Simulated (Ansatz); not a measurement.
# How many bands does the GW gap of AlH3 (Fd-3m) need?, part 2 of 2

Wanted: a G0W0 gap for AlH3 (Fd-3m) that is converged in bands and cutoff, or an estimate of the limit.

Ansatz 0.2.0; G0W0 on LDA, plane waves, PAW. Known limits of the many-body steps: not at the basis limit; coarse k mesh.

So far. Step 4 (831 empty bands, screening to 160 eV): Against the run with 4×4×4 mesh, 386 empty bands, screening to 96 eV, the gap moves by +0.16 eV. Step 5 (Changing the k mesh: 2×2×2 mesh, 386 empty bands …): Against the run with 4×4×4 mesh, 386 empty bands, screening to 96 eV, the gap moves by −0.05 eV.

## (6) Changing the frequency model: 4×4×4 mesh, 386 empty bands, screening to 96 eV, plasmon pole

A plasmon pole stands in for the full frequency dependence of the screening; this run shows what that costs in accuracy.

input.yaml

```yaml
crystal:
  lattice:
    - [0.0, 4.48935055, 4.48935055]
    - [4.48935055, 0.0, 4.48935055]
    - [4.48935055, 4.48935055, 0.0]
  atoms:
    - { symbol: Al, position: [0.625, 0.125, 0.125] }
    - { symbol: Al, position: [0.125, 0.625, 0.125] }
    - { symbol: Al, position: [0.125, 0.125, 0.625] }
    - { symbol: Al, position: [0.125, 0.125, 0.125] }
    - { symbol: H, position: [0.80509041, 0.80509041, 0.19490959] }
    - { symbol: H, position: [0.19490959, 0.19490959, 0.80509041] }
    - { symbol: H, position: [0.80509041, 0.19490959, 0.80509041] }
    - { symbol: H, position: [0.19490959, 0.80509041, 0.19490959] }
    - { symbol: H, position: [0.19490959, 0.80509041, 0.80509041] }
    - { symbol: H, position: [0.80509041, 0.19490959, 0.19490959] }
    - { symbol: H, position: [0.44490959, 0.44490959, 0.05509041] }
    - { symbol: H, position: [0.05509041, 0.05509041, 0.44490959] }
    - { symbol: H, position: [0.44490959, 0.05509041, 0.44490959] }
    - { symbol: H, position: [0.05509041, 0.44490959, 0.05509041] }
    - { symbol: H, position: [0.05509041, 0.44490959, 0.44490959] }
    - { symbol: H, position: [0.44490959, 0.05509041, 0.05509041] }
kpoints:
  mp_grid: { grid: [4, 4, 4] }
hamiltonian:
  xc: lda
scf:
  occupations: { method: fixed }
gw:
  n_empty_bands: 386
  ecut_chi: 96
  qp_bands: [v4, c4]
  qp_kpoints: band_edges
  screening: { model: godby_needs }
```

Run with:

```console
ansatz run input.yaml --threads 3 --pin off --max-ram 92160MiB --backend cuda --events-out ev --progress --plain --runs-dir out --devices 1 --max-vram 13GiB
```

Numbers of over 12 decimals in the logs are rounded to 6 here.

What it wrote:

```text
GPUs: using 1 of 1 available (devices: 1).
[...]
GPU FFT provider: cuFFT
GPU libraries: cuBLAS 13.8.2, cuFFT 12.4.0, cuSOLVER 12.3.4
Crystal: 16 atoms, lattice volume = 180.959 Å³
Basis set: ecut = 420 eV, 3527 PW (Γ)
Bands: 28, of which v1, the nominal top of the filled ones, is band 12 counted from 1 (11 counted from 0)
Symmetry: 48 space group operations
[...]
k-points: 8 of 64
[...]
3    10     -2.9950   -15.7733     2.7493   -11.7799  0.8262    -4.3753    -4.2391  root ?
[...]
7    13      3.0357    -7.1079    -3.5022   -11.6574  0.7998     4.0931     4.0830  root
     7    14      3.0357    -7.1079    -3.5022   -11.6574  0.7998     4.0931     4.0830  root
     7    15      4.7453    -5.6042    -4.0514   -10.7629  0.8083     5.8780     5.8526  root
     7    16      4.7453    -5.6042    -4.0514   -10.7629  0.8083     5.8780     5.8526  root
[key lines of the parts left out:]
SCF converged after 6 iterations
Free energy (F): -2238.932183 eV
Fermi energy:    -0.147301 eV
```

Wall time 34 s (1 × NVIDIA H100 80GB HBM3 (shared by 6 runs) with 3 threads of AMD EPYC 7R13 (Zen 3), shared host); peak memory 2.3 GiB; 49 s of CPU time.

This step gave:

```yaml
bands_summed: 398
plasmon_pole_fit_frequency: 13.52 eV
rpa_eps_infinity_on_this_mesh_eigenvalues: 3.436, 3.436, 3.436
plane_waves_in_the_screening_matrix: 387
g0w0_gap_on_the_mesh: 5.030 eV
k_of_the_valence_top: 0, 0, 0
k_of_the_conduction_bottom: 0, 0, 0
starting_gap_on_the_mesh: 2.848 eV
least_direct_g0w0_gap_on_the_computed_points: 5.030 eV
```

Against the run with 4×4×4 mesh, 386 empty bands, screening to 96 eV, the gap moves by −0.02 eV.

## (7) Changing the files: 4×4×4 mesh, 386 empty bands, screening to 96 eV, hard PAW files

Other atomic data (hard PAW) test the pseudisation: the cutoff goes from 420 to 900 eV and the valence electrons from 24 to 56, which opens shells that were frozen.

input.yaml: that of step 6 with these lines changed.

```diff
@@ -26,2 +26,3 @@
   xc: lda
+  pseudopotentials: { kind: paw, source: ansatz }
 scf:
@@ -33,2 +34,2 @@
   qp_kpoints: band_edges
-  screening: { model: godby_needs }
+  screening: { model: contour_deformation }
```

What it wrote:

```text
GPUs: using 1 of 1 available (devices: 1).
[...]
GPU FFT provider: cuFFT
GPU libraries: cuBLAS 13.8.2, cuFFT 12.4.0, cuSOLVER 12.3.4
Crystal: 16 atoms, lattice volume = 180.959 Å³
Basis set: ecut = 900 eV, 11017 PW (Γ)
Bands: 44, of which v1, the nominal top of the filled ones, is band 28 counted from 1 (27 counted from 0)
Symmetry: 48 space group operations
[...]
k-points: 8 of 64
[...]
0    32      5.1322    -3.4660    -3.6676    -7.9028  0.8100     5.9097     5.9014  root
[...]
7    29      3.7867    -7.1293    -3.6269   -11.6874  0.7967     4.7286     4.7180  root
     7    30      3.7867    -7.1293    -3.6269   -11.6874  0.7967     4.7286     4.7180  root
     7    31      5.4997    -5.6368    -4.1758   -10.8094  0.7876     6.5137     6.4966  root
     7    32      5.4997    -5.6368    -4.1758   -10.8094  0.7876     6.5137     6.4966  root
[key lines of the parts left out:]
SCF converged after 7 iterations
Free energy (F): -9813.276252 eV
Fermi energy:    0.616231 eV
```

The job ended after 39 s (1 × NVIDIA H100 80GB HBM3 (shared by 6 runs) with 3 threads; peak memory 2.1 GiB; 55 s of CPU time).

This step gave:

- bands summed: 414
- RPA ε∞ on this mesh (eigenvalues): 3.463, 3.463, 3.463
- plane waves in the screening matrix: 387
- G0W0 gap on the mesh: 5.025 eV
- k of the valence top: 0, 0, 0
- k of the conduction bottom: 0, 0, 0
- starting gap on the mesh: 2.833 eV
- least direct G0W0 gap on the computed points: 5.025 eV

Against the run with 4×4×4 mesh, 386 empty bands, screening to 96 eV, the gap moves by −0.03 eV.

## (8) Convergence and cost

Times are wall times on 1 × NVIDIA H100 80GB HBM3 (shared by 6 runs) with 3 threads of AMD EPYC 7R13 (Zen 3), shared host, good to a factor of about two.

```tsv
mesh	files	frequency	bands summed	cutoff (eV)	start (eV)	G0W0 (eV)	time	host memory (GiB)
4×4×4	default PAW	contour deformation	148	48	2.848	4.748	11 s	1.1
4×4×4	default PAW	contour deformation	398	96	2.848	5.054	15 s	1.5
4×4×4	default PAW	contour deformation	843	160	2.848	5.214	50 s	2.5
2×2×2	default PAW	contour deformation	398	96	2.844	5.008	8.4 s	1.2
4×4×4	default PAW	plasmon pole	398	96	2.848	5.030	34 s	2.3
4×4×4	hard PAW	contour deformation	414	96	2.833	5.025	39 s	2.1
```

The parts of the quasiparticle energy at the two band edges (eV; QP = start + Σx + Σc − Vxc):

```tsv
run	edge	start	Σx	Σc	Vxc	Z	QP
148 bands	valence top	-0.15	-15.54	2.36	-12.27	0.78	-1.05
148 bands	conduction bottom	2.92	-2.99	-3.31	-7.07	0.82	3.70
398 bands	valence top	-0.15	-15.54	1.97	-12.27	0.77	-1.45
398 bands	conduction bottom	2.92	-2.99	-3.39	-7.07	0.82	3.61
843 bands	valence top	-0.15	-15.54	1.78	-12.27	0.77	-1.64
843 bands	conduction bottom	2.92	-2.99	-3.43	-7.07	0.82	3.57
```

 Where G0W0 reorders the edges (148 bands, 398 bands and 843 bands), the two states listed lie further apart at the start than the starting gap.

## (9) Summary of results

```
148 bands, 48 eV                    : 4.748 eV
398 bands, 96 eV                    : 5.054 eV
843 bands, 160 eV                   : 5.214 eV
estimated limit in bands and cutoff : 5.36 eV
mesh and start                      : 4×4×4, LDA
```

A line in one over the bands through the two highest rungs gives 5.36 eV, +0.14 eV from the top rung; the pair below gives 5.23 eV, so the estimate is still climbing. The rungs stand 0.61 eV (148 bands), 0.30 eV (398 bands) and 0.14 eV (843 bands) from it. From 148 to 843 bands the gap moves by +0.47 eV while the time grows 4.7-fold. Σc changes by −0.59 eV at the valence top and −0.12 eV at the conduction bottom, so the valence edge carries most of the change. On the 2×2×2 mesh in place of 4×4×4 the gap differs by −0.05 eV, of which −0.004 eV is already in the start. The plasmon-pole model gives −0.02 eV against contour deformation, 1 % of the correction, and saved no time in this program. Hard PAW files move the gap by −0.03 eV at equal bands and cutoff, −0.01 eV of it in the start.

[Paths, hosts, dates, memory and timing lines, banners, echoed tables and standing remarks are left out of the program output.]

[Logs are printed without paths, hosts, clocks, repeated set-up lines and the standing remarks that a program may print on its own settings, such as how far it seeks lower states.]

[Runs of the session that timed out or met a known fault of the program may be left out.]

[Cells called generated may have been cut or substituted from an entry of the Crystallography Open Database or the Materials Project.]

[Hosts, paths, dates, database ids (printed as entryN), source tags and the programs' standing remarks are cut or masked in the printed files.]
